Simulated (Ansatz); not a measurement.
# Grüneisen parameters and expansion of SiBi (hypothetical, Fm-3m)

Wanted: mode Grüneisen parameters of SiBi (hypothetical) and a free-energy fit over volumes. The crystal structure is hypothetical: it was made by swapping elements on a known structure type.

Main program and level: Ansatz 0.2.0; DFT PBEsol, scalar-relativistic, plane waves, PAW.

This is a report of a sequence of runs, with most program output left out.

**1. The starting structure**

It takes space group Fm-3m (No. 225, cubic). The conventional cell has a = 5.885 Å, b = 5.885 Å, c = 5.885 Å, α = 90.00°, β = 90.00°, γ = 90.00°. Si has 6 Bi at 2.94 Å nearest. Bi has 6 Si at 2.94 Å nearest. Farther neighbours are not listed.

**2. A first coarse run**

Before spending time, one coarse run tells the gap and the pressure of the starting cell.

The input, input.yaml:

```yaml
crystal:
  lattice:
    - [0.0, 2.9425, 2.9425]
    - [2.9425, 0.0, 2.9425]
    - [2.9425, 2.9425, 0.0]
  atoms:
    - { symbol: Si, position: [0.0, 0.0, 0.0] }
    - { symbol: Bi, position: [0.5, 0.5, 0.5] }
kpoints:
  mp_grid: { grid: [6, 6, 6] }
hamiltonian:
  xc: pbesol
scf:
  occupations: { method: gaussian, width: 0.1 }
output:
  forces: true
  stress: true
  eigenvalues: true
```

The run is started by

```console
> ansatz run input.yaml --threads 4 --pin off --max-ram 8192MiB --backend cpu --events-out ev --progress --plain --runs-dir out
```

Elapsed: 0.38 s, on 4 threads of Arm Neoverse V2, shared host; peak memory 0.3 GiB; 0.95 s of CPU time.

This step gave:

* pressure: -3.047 GPa
* volume per atom: 25.48 Å³
* gap on the k-mesh: 0 eV

The start is under -3.0 GPa at this level and looks like a metal on this mesh.

**3. Finding the static equilibrium**

The vibrations must be taken about the equilibrium of this functional, not about the starting cell, so the structure is relaxed.

input.yaml, the sections that differ from step 2:

```yaml
kpoints:
  mp_grid: { grid: [12, 12, 12] }
relax:
  adjacent_minimum: "off"
  f_tol: 0.005
  max_steps: 80
  cell: { stress_tol: 0.05 }
# crystal, hamiltonian, scf, output: as in step 2
```

Run time: 3.6 s. Hardware: 4 threads; peak memory 0.38 GiB; 13 s of CPU time.

Step by step:

| step | energy less that of the first step (eV) | largest force component (eV/Å) | pressure (GPa) | volume (Å³) |
| --- | --- | --- | --- | --- |
| 1 | 0.0000 | 0.0000 | -2.76 | 50.95 |
| 2 | -0.0098 | 0.0000 | 2.33 | 47.22 |
| 3 | -0.0202 | 0.0000 | -0.17 | 48.86 |
| 4 | -0.0203 | 0.0000 | -0.01 | 48.74 |
| 5* | -0.0199 | 0.0000 | -0.01 | 48.74 |

Relaxation steps marked * repeat the geometry before them on a plane-wave basis chosen anew for their cell, so energy and pressure can jump there.

The run keeps the 48 symmetry operations that it works with, so distortions that break them were not tested.

| conventional cell, symmetrised | before | after | change |
| --- | --- | --- | --- |
| a (Å) | 5.885 | 5.799 | -1.5 % |
| b (Å) | 5.885 | 5.799 | -1.5 % |
| c (Å) | 5.885 | 5.799 | -1.5 % |
| volume (Å³/atom) | 25.48 | 24.37 | -4.3 % |

Final coordinates:

```cif
data_structure
_symmetry_space_group_name_H-M 'P 1'
_symmetry_Int_Tables_number 1
_cell_length_a 4.1002
_cell_length_b 4.1002
_cell_length_c 4.1002
_cell_angle_alpha 60.000
_cell_angle_beta 60.000
_cell_angle_gamma 60.000
_cell_volume 48.74
loop_
_atom_site_label
_atom_site_type_symbol
_atom_site_fract_x
_atom_site_fract_y
_atom_site_fract_z
_atom_site_occupancy
Si1 Si 0.00000 0.00000 0.00000 1
Bi2 Bi 0.50000 0.50000 0.50000 1
```

Numbers from this step:

| Item | Value |
| --- | --- |
| pressure | -0.01014 GPa |
| volume per atom | 24.37 Å³ |

The relaxation ends with a pressure of -0.01 GPa.

**4. Tight relaxation**

The relaxation is repeated with tighter thresholds on force and stress, since phonons are sensitive to what is left; a change of mesh or smearing in the input moves the cell too.

input.yaml, the sections that differ from step 3:

```yaml
crystal:
  lattice:
    - [0.0, 2.8993116848, 2.8993116848]
    - [2.8993116848, 0.0, 2.8993116848]
    - [2.8993116848, 2.8993116848, 0.0]
  atoms:
    - { symbol: Si, position: [0.0, 0.0, 0.0] }
    - { symbol: Bi, position: [0.5, 0.5, 0.5] }
scf:
  occupations: { method: methfessel_paxton, width: 0.15 }
relax:
  adjacent_minimum: "off"
  f_tol: 0.001
  max_steps: 60
  cell: { stress_tol: 0.01 }
# kpoints, hamiltonian, output: as in step 3
```

The job ended after 2.9 s (4 threads; peak memory 0.38 GiB; 9.8 s of CPU time).

Little changed from the start: no atom moved by 0.005 Å and no cell edge by 0.1 %.

This step gave:

- pressure: -7.42e-5 GPa

The residual pressure is -7.4e-5 GPa, small enough for phonons.

**5. Other settings for the ground state**

One run with other settings shows how much the ground state depends on them.

This step: DFT PBEsol, scalar-relativistic, plane waves, PAW; settings changed (Ansatz 0.2.0).

The input, input.yaml:

```yaml
crystal:
  lattice:
    - [0.0, 2.8990864878, 2.8990864878]
    - [2.8990864878, 0.0, 2.8990864878]
    - [2.8990864878, 2.8990864878, 0.0]
  atoms:
    - { symbol: Si, position: [0.0, 0.0, 0.0] }
    - { symbol: Bi, position: [0.5, 0.5, 0.5] }
kpoints:
  mp_grid: { grid: [12, 12, 12] }
hamiltonian:
  xc: pbesol
scf:
  occupations: { method: methfessel_paxton, width: 0.15 }
  max_iter: 75
output:
  forces: true
  eigenvalues: true
  stress: true
accuracy: "yes please"
```

Elapsed: 0.02 s, on 4 threads; peak memory 0.022 GiB.

The input was rejected at the start.

The program's message: “Error: YAML parse error: error: line 20 column 1: unknown variant `yes please`, expected one of low, medium, high
  --> <input>:20:1
   |
18 |   eigenvalues: true
19 |   stress: true
20 | accuracy: "y …”

The change that led to it: accuracy = "yes please".

**6. Lattice dynamics at this volume, V/V0 1**

The same q-mesh and k-mesh are kept at every volume, so that much of their error can cancel in the differences.

This step: DFT PBEsol, scalar-relativistic, plane waves, PAW (Ansatz 0.2.0).

input.yaml, the sections that differ from step 5:

```yaml
scf:
  occupations: { method: methfessel_paxton, width: 0.15 }
output:
  eigenvalues: true
phonons:
  method: dfpt
  qmesh: [4, 4, 4]
  temperatures: { t_max: 1000, t_step: 50 }
  qpath:
    path:
      - [[0.0, 0.0, 0.0], [0.5, 0.0, 0.5], [0.625, 0.25, 0.625]]
      - [[0.375, 0.375, 0.75], [0.0, 0.0, 0.0], [0.5, 0.5, 0.5], [0.5, 0.25, 0.75], [0.5, 0.0, 0.5]]
    npoints: 10
# crystal, kpoints, hamiltonian: as in step 5
# accuracy: removed
```

The job ended after 3.5 min (4 threads; peak memory 2.9 GiB; 14 min of CPU time).

Numbers from this step:

| Item | Value |
| --- | --- |
| Γ frequencies | 0, 0, 0, 138.8, 138.8, 138.8 cm⁻¹ (negative: imaginary) |
| lowest frequency on the path | 0 cm⁻¹ |
| zero-point energy | 0.04652 eV/cell |
| point group | m-3m |
| highest frequency | 254.4 cm⁻¹ |
| Debye temperature from the second moment | 263 K |

No LO-TO term. The phonon branches at the labelled points (cm⁻¹):

| point | branch 1 | branch 2 | branch 3 | branch 4 | branch 5 | branch 6 |
| --- | --- | --- | --- | --- | --- | --- |
| Γ | 0 | 0 | 0 | 139 | 139 | 139 |
| halfway | 28 | 28 | 82 | 131 | 131 | 220 |
| X | 27 | 27 | 49 | 124 | 124 | 173 |
| halfway | 39 | 44 | 47 | 147 | 148 | 172 |
| U | 44 | 62 | 68 | 171 | 186 | 190 |
| jump to K | 44 | 62 | 68 | 171 | 186 | 190 |
| halfway | 43 | 64 | 79 | 137 | 188 | 217 |
| Γ | 0 | 0 | 0 | 139 | 139 | 139 |
| halfway | 52 | 52 | 68 | 159 | 159 | 200 |
| L | 79 | 79 | 98 | 219 | 219 | 254 |
| halfway | 68 | 71 | 86 | 196 | 204 | 228 |
| W | 45 | 45 | 77 | 169 | 169 | 209 |
| halfway | 40 | 46 | 56 | 148 | 171 | 173 |
| X | 27 | 27 | 49 | 124 | 124 | 173 |

The phonon density of states has structure finer than the step of the table below, so its rows give means over 5 cm⁻¹, whole bins alone (the curve runs from 1 to 255 cm⁻¹). Peaks (cm⁻¹: height): 47.0: 0.0684, 77.0: 0.0774, 83.0: 0.0732, 173.0: 0.0447, 213.0: 0.0442.

Tetrahedra on 20 20 20, mean over bins of 2 cm⁻¹. Table of phonon density of states by wavenumber; means over each step:

| wavenumber (cm⁻¹) | phonon density of states (1/cm⁻¹/cell) |
| --- | --- |
| 5 | 4.8e-5 |
| 10 | 2.2e-4 |
| 15 | 7.4e-4 |
| 20 | 0.00162 |
| 25 | 0.00485 |
| 30 | 0.0178 |
| 35 | 0.0241 |
| 40 | 0.0309 |
| 45 | 0.0580 |
| 50 | 0.0558 |
| 55 | 0.0467 |
| 60 | 0.0457 |
| 65 | 0.0479 |
| 70 | 0.0539 |
| 75 | 0.0673 |
| 80 | 0.0657 |
| 85 | 0.0512 |
| 90 | 0.0212 |
| 95 | 0.00599 |
| 100 | 2.2e-4 |
| 105 | 0 |
| 110 | 0 |
| 115 | 0 |
| 120 | 0 |
| 125 | 0.00473 |
| 130 | 0.0119 |
| 135 | 0.0145 |
| 140 | 0.0176 |
| 145 | 0.0179 |
| 150 | 0.0183 |
| 155 | 0.0197 |
| 160 | 0.0212 |
| 165 | 0.0250 |
| 170 | 0.0370 |
| 175 | 0.0390 |
| 180 | 0.0324 |
| 185 | 0.0306 |
| 190 | 0.0301 |
| 195 | 0.0311 |
| 200 | 0.0329 |
| 205 | 0.0364 |
| 210 | 0.0422 |
| 215 | 0.0412 |
| 220 | 0.0339 |
| 225 | 0.0230 |
| 230 | 0.0163 |
| 235 | 0.00973 |
| 240 | 0.00656 |
| 245 | 0.00429 |
| 250 | 0.00229 |

Harmonic. Thermo, by row:

| T (K) | F_vib (meV/atom) | S (J/mol-atom/K) | C_V (J/mol-atom/K) |
| --- | --- | --- | --- |
| 0 | 23.26 | 0 | 0 |
| 50 | 21.83 | 7.784 | 11.37 |
| 100 | 14.99 | 18.25 | 18.66 |
| 150 | 3.31 | 26.47 | 21.64 |
| 200 | -12.14 | 32.9 | 22.96 |
| 250 | -30.57 | 38.1 | 23.63 |
| 300 | -51.48 | 42.45 | 24.02 |
| 350 | -74.46 | 46.17 | 24.26 |
| 400 | -99.25 | 49.42 | 24.41 |
| 450 | -125.6 | 52.3 | 24.52 |
| 500 | -153.4 | 54.89 | 24.6 |
| 550 | -182.5 | 57.24 | 24.66 |
| 600 | -212.7 | 59.38 | 24.7 |
| 650 | -244 | 61.36 | 24.74 |
| 700 | -276.3 | 63.2 | 24.77 |
| 750 | -309.5 | 64.91 | 24.79 |
| 800 | -343.5 | 66.51 | 24.81 |
| 850 | -378.4 | 68.01 | 24.82 |
| 900 | -414 | 69.43 | 24.84 |
| 950 | -450.3 | 70.77 | 24.85 |
| 1000 | -487.3 | 72.05 | 24.86 |

The modes has structure finer than the step of the table below, so its rows give means over 10 cm⁻¹, whole bins alone (the curve runs from -10 to 271 cm⁻¹). Peaks (cm⁻¹: height): Bi 46.6: 0.0644, 53.6: 0.0495, 76.6: 0.0721; Si 46.6: 0.00635, 149.1: 0.0193, 172.1: 0.0377, 212.8: 0.0459.

Phonopy on the run's constants, 17x17x17 mesh, Gaussian sigma 2.0 cm⁻¹. Table of modes by wavenumber; means over each step; values in 1/cm⁻¹/cell:

| wavenumber (cm⁻¹) | Bi | Si |
| --- | --- | --- |
| 0 | 5.2e-5 | 5.3e-6 |
| 10 | 2.9e-4 | 3.6e-5 |
| 20 | 0.00204 | 2.1e-4 |
| 30 | 0.0151 | 0.00145 |
| 40 | 0.0326 | 0.00291 |
| 50 | 0.0498 | 0.00431 |
| 60 | 0.0431 | 0.00224 |
| 70 | 0.0532 | 0.00137 |
| 80 | 0.0642 | 6.6e-4 |
| 90 | 0.0247 | 1.9e-4 |
| 100 | 0.00148 | 6.8e-6 |
| 110 | 0 | 0 |
| 120 | 9.5e-5 | 0.00123 |
| 130 | 8.9e-4 | 0.0106 |
| 140 | 0.00133 | 0.0154 |
| 150 | 0.00134 | 0.0167 |
| 160 | 0.00159 | 0.0201 |
| 170 | 0.00301 | 0.0318 |
| 180 | 0.00219 | 0.0302 |
| 190 | 0.00133 | 0.0291 |
| 200 | 8.6e-4 | 0.0319 |
| 210 | 4.8e-4 | 0.0405 |
| 220 | 1.8e-4 | 0.0335 |
| 230 | 7.0e-5 | 0.0162 |
| 240 | 2.7e-5 | 0.00683 |
| 250 | 4.0e-6 | 0.00252 |
| 260 | 0 | 7.3e-5 |

No LO-TO term. The modes at Γ (shares of kinetic energy by element, %):

| mode | frequency (cm⁻¹) | symmetry | Si % | Bi % |
| --- | --- | --- | --- | --- |
| 1 | 0.0 | T1u | 12 | 88 |
| 2 | 0.0 | T1u | 12 | 88 |
| 3 | 0.0 | T1u | 12 | 88 |
| 4 | 138.8 | T1u | 88 | 12 |
| 5 | 138.8 | T1u | 88 | 12 |
| 6 | 138.8 | T1u | 88 | 12 |

Displacements in mode 4 (138.8 cm⁻¹), the largest set to 1:
```
Si1  0.00 -0.12  1.00
Bi2  0.00  0.02 -0.13
```

No mode is imaginary beyond numerical noise at the solved wavevectors.

**7. A cell at another volume, V/V0 1.015**

Symmetry fixes every atom, so a single point at the scaled cell gives the energy and pressure of this member.

The cell differs from the one that the last finished run ended in (a 4.100 → 4.120 Å, b 4.100 → 4.120 Å, c 4.100 → 4.120 Å).

input.yaml, the sections that differ from step 6:

```yaml
crystal:
  lattice:
    - [0.0, 2.913510041, 2.913510041]
    - [2.913510041, 0.0, 2.913510041]
    - [2.913510041, 2.913510041, 0.0]
  atoms:
    - { symbol: Si, position: [0.0, 0.0, 0.0] }
    - { symbol: Bi, position: [0.5, 0.5, 0.5] }
output:
  forces: true
  stress: true
  eigenvalues: true
# kpoints, hamiltonian, scf: as in step 6
# phonons: removed
```

Wall time 0.76 s (4 threads); peak memory 0.36 GiB.

This step gave:

* pressure: -0.9914 GPa
* volume per atom: 24.73 Å³

The run ends at a pressure of -0.99 GPa.

**8. Phonons, V/V0 1.015**

input.yaml, the sections that differ from step 7:

```yaml
output:
  eigenvalues: true
phonons:
  method: dfpt
  qmesh: [4, 4, 4]
  temperatures: { t_max: 1000, t_step: 50 }
  qpath:
    path:
      - [[0.0, 0.0, 0.0], [0.5, 0.0, 0.5], [0.625, 0.25, 0.625]]
      - [[0.375, 0.375, 0.75], [0.0, 0.0, 0.0], [0.5, 0.5, 0.5], [0.5, 0.25, 0.75], [0.5, 0.0, 0.5]]
    npoints: 10
# crystal, kpoints, hamiltonian, scf: as in step 7
```

The job ended after 3.4 min (4 threads; peak memory 2.9 GiB; 13 min of CPU time).

No mode is imaginary beyond numerical noise at the solved wavevectors. The highest zone-centre mode (no LO–TO term) moved by -5.9 % for a volume change of +1.5 %.

**9. A cell at another volume, V/V0 0.985**

The cell differs from the one that the last finished run ended in (a 4.120 → 4.079 Å, b 4.120 → 4.079 Å, c 4.120 → 4.079 Å).

input.yaml, the sections that differ from step 8:

```yaml
crystal:
  lattice:
    - [0.0, 2.8845179681, 2.8845179681]
    - [2.8845179681, 0.0, 2.8845179681]
    - [2.8845179681, 2.8845179681, 0.0]
  atoms:
    - { symbol: Si, position: [0.0, 0.0, 0.0] }
    - { symbol: Bi, position: [0.5, 0.5, 0.5] }
output:
  forces: true
  stress: true
  eigenvalues: true
# kpoints, hamiltonian, scf: as in step 8
# phonons: removed
```

It took 0.75 s on 4 threads; peak memory 0.36 GiB; 2.4 s of CPU time.

The run ends at a pressure of 1.08 GPa.

**10. Phonons, V/V0 0.985**

input.yaml, the sections that differ from step 9:

```yaml
output:
  eigenvalues: true
phonons:
  method: dfpt
  qmesh: [4, 4, 4]
  temperatures: { t_max: 1000, t_step: 50 }
  qpath:
    path:
      - [[0.0, 0.0, 0.0], [0.5, 0.0, 0.5], [0.625, 0.25, 0.625]]
      - [[0.375, 0.375, 0.75], [0.0, 0.0, 0.0], [0.5, 0.5, 0.5], [0.5, 0.25, 0.75], [0.5, 0.0, 0.5]]
    npoints: 10
# crystal, kpoints, hamiltonian, scf: as in step 9
```

Wall time 3.5 min (4 threads); peak memory 2.8 GiB; 14 min of CPU time.

No mode is imaginary beyond numerical noise at the solved wavevectors. The highest zone-centre mode (no LO–TO term) moved by +5.9 % for a volume change of -1.5 %.

**11. Single point at a scaled cell, V/V0 1.03**

The cell differs from the one that the last finished run ended in (a 4.079 → 4.141 Å, b 4.079 → 4.141 Å, c 4.079 → 4.141 Å).

input.yaml, the sections that differ from step 10:

```yaml
crystal:
  lattice:
    - [0.0, 2.9277921813, 2.9277921813]
    - [2.9277921813, 0.0, 2.9277921813]
    - [2.9277921813, 2.9277921813, 0.0]
  atoms:
    - { symbol: Si, position: [0.0, 0.0, 0.0] }
    - { symbol: Bi, position: [0.5, 0.5, 0.5] }
output:
  forces: true
  stress: true
  eigenvalues: true
# kpoints, hamiltonian, scf: as in step 10
# phonons: removed
```

Run time: 0.73 s. Hardware: 4 threads; peak memory 0.36 GiB; 2.3 s of CPU time.

The run ends at a pressure of -1.90 GPa.

**12. Phonons, V/V0 1.03**

input.yaml, the sections that differ from step 11:

```yaml
output:
  eigenvalues: true
phonons:
  method: dfpt
  qmesh: [4, 4, 4]
  temperatures: { t_max: 1000, t_step: 50 }
  qpath:
    path:
      - [[0.0, 0.0, 0.0], [0.5, 0.0, 0.5], [0.625, 0.25, 0.625]]
      - [[0.375, 0.375, 0.75], [0.0, 0.0, 0.0], [0.5, 0.5, 0.5], [0.5, 0.25, 0.75], [0.5, 0.0, 0.5]]
    npoints: 10
# crystal, kpoints, hamiltonian, scf: as in step 11
```

It took 3.6 min on 4 threads; peak memory 2.9 GiB; 14 min of CPU time.

No mode is imaginary beyond numerical noise at the solved wavevectors. The highest zone-centre mode (no LO–TO term) moved by -11.9 % for a volume change of +3.0 %.

**13. Single point at a scaled cell, V/V0 0.97**

The cell differs from the one that the last finished run ended in (a 4.141 → 4.059 Å, b 4.141 → 4.059 Å, c 4.141 → 4.059 Å).

input.yaml, the sections that differ from step 12:

```yaml
crystal:
  lattice:
    - [0.0, 2.8698007836, 2.8698007836]
    - [2.8698007836, 0.0, 2.8698007836]
    - [2.8698007836, 2.8698007836, 0.0]
  atoms:
    - { symbol: Si, position: [0.0, 0.0, 0.0] }
    - { symbol: Bi, position: [0.5, 0.5, 0.5] }
output:
  forces: true
  stress: true
  eigenvalues: true
# kpoints, hamiltonian, scf: as in step 12
# phonons: removed
```

Elapsed: 0.75 s, on 4 threads; peak memory 0.36 GiB.

The run ends at a pressure of 2.25 GPa.

**14. Phonons, V/V0 0.97**

Phonons at this volume give one point of F(V, T); meshes stay fixed along the series.

input.yaml, the sections that differ from step 13:

```yaml
output:
  eigenvalues: true
phonons:
  method: dfpt
  qmesh: [4, 4, 4]
  temperatures: { t_max: 1000, t_step: 50 }
  qpath:
    path:
      - [[0.0, 0.0, 0.0], [0.5, 0.0, 0.5], [0.625, 0.25, 0.625]]
      - [[0.375, 0.375, 0.75], [0.0, 0.0, 0.0], [0.5, 0.5, 0.5], [0.5, 0.25, 0.75], [0.5, 0.0, 0.5]]
    npoints: 10
# crystal, kpoints, hamiltonian, scf: as in step 13
```

Elapsed: 3.4 min, on 4 threads; peak memory 2.8 GiB.

No mode is imaginary beyond numerical noise at the solved wavevectors. The highest zone-centre mode (no LO–TO term) moved by +11.8 % for a volume change of -3.0 %.

**15. A cell at another volume, V/V0 1.05**

input.yaml, the sections that differ from step 14:

```yaml
crystal:
  lattice:
    - [0.0, 2.9466209443, 2.9466209443]
    - [2.9466209443, 0.0, 2.9466209443]
    - [2.9466209443, 2.9466209443, 0.0]
  atoms:
    - { symbol: Si, position: [0.0, 0.0, 0.0] }
    - { symbol: Bi, position: [0.5, 0.5, 0.5] }
output:
  forces: true
  stress: true
  eigenvalues: true
# kpoints, hamiltonian, scf: as in step 14
# phonons: removed
```

Elapsed: 0.77 s, on 4 threads; peak memory 0.36 GiB; 2.4 s of CPU time.

The run ends at a pressure of -3.01 GPa.

**16. Phonons, V/V0 1.05**

input.yaml, the sections that differ from step 15:

```yaml
output:
  eigenvalues: true
phonons:
  method: dfpt
  qmesh: [4, 4, 4]
  temperatures: { t_max: 1000, t_step: 50 }
  qpath:
    path:
      - [[0.0, 0.0, 0.0], [0.5, 0.0, 0.5], [0.625, 0.25, 0.625]]
      - [[0.375, 0.375, 0.75], [0.0, 0.0, 0.0], [0.5, 0.5, 0.5], [0.5, 0.25, 0.75], [0.5, 0.0, 0.5]]
    npoints: 10
# crystal, kpoints, hamiltonian, scf: as in step 15
```

Wall time 3.5 min (4 threads); peak memory 3 GiB.

No mode is imaginary beyond numerical noise at the solved wavevectors. The highest zone-centre mode (no LO–TO term) moved by -20.0 % for a volume change of +5.0 %.

(Part 1 of 2 ends here.)

[Logs are printed without paths, hosts, clocks, repeated set-up lines and the standing remarks that a program may print on its own settings, such as how far it seeks lower states.]

[Hosts, paths, dates, database ids (printed as entryN), source tags and the programs' standing remarks are cut or masked in the printed files.]

[A step with changed settings may run another functional than the one named; its input shows which.]


